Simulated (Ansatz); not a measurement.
# YbAg (Pm-3m): from the cell to its phonons, part 3 of 3

Aim: the vibrations of YbAg (Pm-3m), their spectra, and whether the structure is stable.

Ansatz 0.2.0; DFT PBEsol, scalar-relativistic, plane waves, PAW.

So far. Step 4 (Relaxing to small forces for the phonons): The forces vanish by symmetry and the pressure is -0.001 GPa, within the tolerances set. The cell now holds 22.74 Å³/atom. Step 5 (Modes at Γ): Before it was imposed, the acoustic sum rule was missed by 2.5e-4 eV/Å². Small misses are needed for a sound result but don't prove that mesh and cutoff are converged. The lowest optical mode is real, 109 cm⁻¹. The relaxed cell has a = 3.569 Å (conventional setting).

## 6. Phonons on a q mesh (continued)

The phonon density of states has structure finer than the step of the table below, so its rows give means over 5 cm⁻¹, whole bins alone (the curve runs from 0.5 to 116 cm⁻¹). Peaks (cm⁻¹: height): 40.5: 0.0861, 59.5: 0.0771, 66.5: 0.0882, 88.5: 0.150, 107.5: 0.181.

Tetrahedra on a 20×20×20 mesh, mean over bins of 1 cm-1. Interpolated from a 4×4×4 q mesh. The phonon density of states by wavenumber; means over each step:

```
wavenumber (cm⁻¹)  phonon density of states (1/cm⁻¹/cell)
                5                                  1.3e-4
               10                                  9.1e-4
               15                                 0.00232
               20                                 0.00438
               25                                 0.00790
               30                                  0.0190
               35                                  0.0456
               40                                  0.0680
               45                                  0.0512
               50                                  0.0475
               55                                  0.0572
               60                                  0.0680
               65                                  0.0584
               70                                  0.0717
               75                                  0.0656
               80                                  0.0327
               85                                  0.0734
               90                                   0.105
               95                                  0.0647
              100                                  0.0752
              105                                   0.107
              110                                   0.137
```

The partial phonon density of states has structure finer than the step of the table below, so its rows give means over 5 cm⁻¹, whole bins alone (the curve runs from -10 to 130 cm⁻¹). Peaks (cm⁻¹: height): Ag 40.1: 0.0368, 58.5: 0.0343, 88.4: 0.0785, 107.7: 0.0562; Yb 40.1: 0.0317, 67.3: 0.0474, 108.6: 0.0862.

Phonopy on the run's constants, 15x15x15 mesh, Gaussian sigma 2.0 cm-1. Interpolated from a 4×4×4 q mesh. The partial phonon density of states by wavenumber; means over each step; values in 1/cm⁻¹/cell:

| wavenumber (cm⁻¹) | Ag | Yb |
| --- | --- | --- |
| -5 | 6.5e-6 | 1.4e-5 |
| 0 | 5.4e-5 | 8.5e-5 |
| 5 | 4.4e-5 | 6.8e-5 |
| 10 | 4.6e-4 | 7.2e-4 |
| 15 | 9.6e-4 | 0.00148 |
| 20 | 0.00185 | 0.00272 |
| 25 | 0.00361 | 0.00495 |
| 30 | 0.0111 | 0.0108 |
| 35 | 0.0238 | 0.0202 |
| 40 | 0.0340 | 0.0297 |
| 45 | 0.0278 | 0.0253 |
| 50 | 0.0250 | 0.0225 |
| 55 | 0.0303 | 0.0275 |
| 60 | 0.0320 | 0.0314 |
| 65 | 0.0245 | 0.0390 |
| 70 | 0.0282 | 0.0425 |
| 75 | 0.0308 | 0.0283 |
| 80 | 0.0266 | 0.0174 |
| 85 | 0.0540 | 0.0193 |
| 90 | 0.0658 | 0.0291 |
| 95 | 0.0380 | 0.0323 |
| 100 | 0.0352 | 0.0413 |
| 105 | 0.0444 | 0.0648 |
| 110 | 0.0458 | 0.0773 |
| 115 | 0.0147 | 0.0296 |
| 120 | 8.3e-4 | 0.00168 |
| 125 | 1.3e-6 | 1.6e-6 |

Second derivatives of the energy by pair, one row for each kind of neighbour of each atom listed. Each entry sums the pair over the periodic images of the supercell that the q mesh stands for, and in a polar crystal it holds the long-range dipole part too. Force constants by pair, by row:

```
atom  neighbour  distance (Å)  third of the trace (eV/Å²)  along the pair's line (eV/Å²)
 Yb1     itself             0                       4.428                              –
 Yb1         Ag         3.091                     -0.3461                         -1.075
 Yb1         Yb         3.569                     -0.2846                        -0.8493
 Yb1         Yb         5.048                      0.0232                         0.0476
 Yb1         Ag         5.919                     -0.0051                        -0.0139
 Yb1         Yb         6.182                     -0.0149                         -0.058
 Yb1         Yb         7.139                      0.0291                         0.1367
 Ag2     itself             0                       2.561                              –
 Ag2         Yb         3.091                     -0.3461                         -1.075
 Ag2         Ag         3.569                      0.0758                         0.2195
 Ag2         Ag         5.048                      -0.004                        -0.0228
 Ag2         Yb         5.919                     -0.0051                        -0.0139
 Ag2         Ag         6.182                     -0.0056                        -0.0257
 Ag2         Ag         7.139                      0.0093                         0.0243
```

Harmonic thermodynamic functions per atom, from the density of states. Interpolated from a 4×4×4 q mesh. Thermodynamic functions, by row:

```csv
T (K),F_vib (meV/atom),S (J/mol-atom/K),C_V (J/mol-atom/K)
0,14.47,0,0
50,12.39,11.39,16.57
100,2.68,25.16,22.3
200,-32.68,41.42,24.24
300,-81.09,51.34,24.62
400,-138.2,58.45,24.76
500,-201.7,63.98,24.83
600,-270.4,68.51,24.86
700,-343.5,72.34,24.88
800,-420.2,75.67,24.9
900,-500.2,78.6,24.91
1000,-583,81.22,24.91
```

Harmonic mean-square displacement, third of the trace. Interpolated from a 4×4×4 q mesh. Mean square displacements, by row:

| T (K) | Yb1 U_eq (Å²) | Ag2 U_eq (Å²) |
| --- | --- | --- |
| 0 | 0.00144 | 0.00236 |
| 100 | 0.00401 | 0.00641 |
| 300 | 0.01141 | 0.01824 |
| 600 | 0.02271 | 0.0363 |

Symmetry leaves 10 wavevectors to solve. The lowest mode among them, the acoustic zeros apart, lies at q = (0, 0.25, 0.25) and is real, 29.4 cm⁻¹.

## 7. What came out

| Item | Value |
| --- | --- |
| space group after relaxation (within 0.01 Å) | Pm-3m |
| volume per atom | 22.7 Å³ |
| electronic character | no gap on this mesh |
| highest optical mode at the zone centre (no LO-TO term) | 109 cm⁻¹ |
| lowest optical zone-centre mode | 109 cm⁻¹ |
| lowest mode on the q mesh (acoustic modes at Γ apart) | 29.4 cm⁻¹ |
| highest frequency on the path or at a solved wavevector | 116 cm⁻¹ |
| zero-point energy per atom | 14.5 meV |
| heat capacity at 300 K | 24.6 J/(mol atoms K) |
| vibrational entropy at 300 K | 51.3 J/(mol atoms K) |
| Debye temperature (second moment) | 152 K |
| imaginary modes on the 4×4×4 q mesh | none |

The structure is a minimum as far as tested: no mode is imaginary at the 10 irreducible wavevectors of the 4×4×4 mesh, and the softest away from the acoustic zeros lies at 29 cm⁻¹. The optical modes at Γ form one degenerate level at 109 cm⁻¹. With no gap, or one that is small against the smearing, the frequencies hang on the k mesh and the smearing, most of all near Kohn anomalies. The phonon runs are without spin polarisation, although the cell has an odd electron count. The 4f shell is treated without a U, so valence and screening may be off. Spin-orbit coupling is left out, which can matter for the heavy elements here. These are harmonic frequencies at zero temperature: anharmonic shifts, linewidths and thermal expansion are left out.

[Logs are printed without paths, hosts, clocks, repeated set-up lines and the standing remarks that a program may print on its own settings, such as how far it seeks lower states.]

[Hosts, paths, dates, database ids (printed as entryN), source tags and the programs' standing remarks are cut or masked in the printed files.]
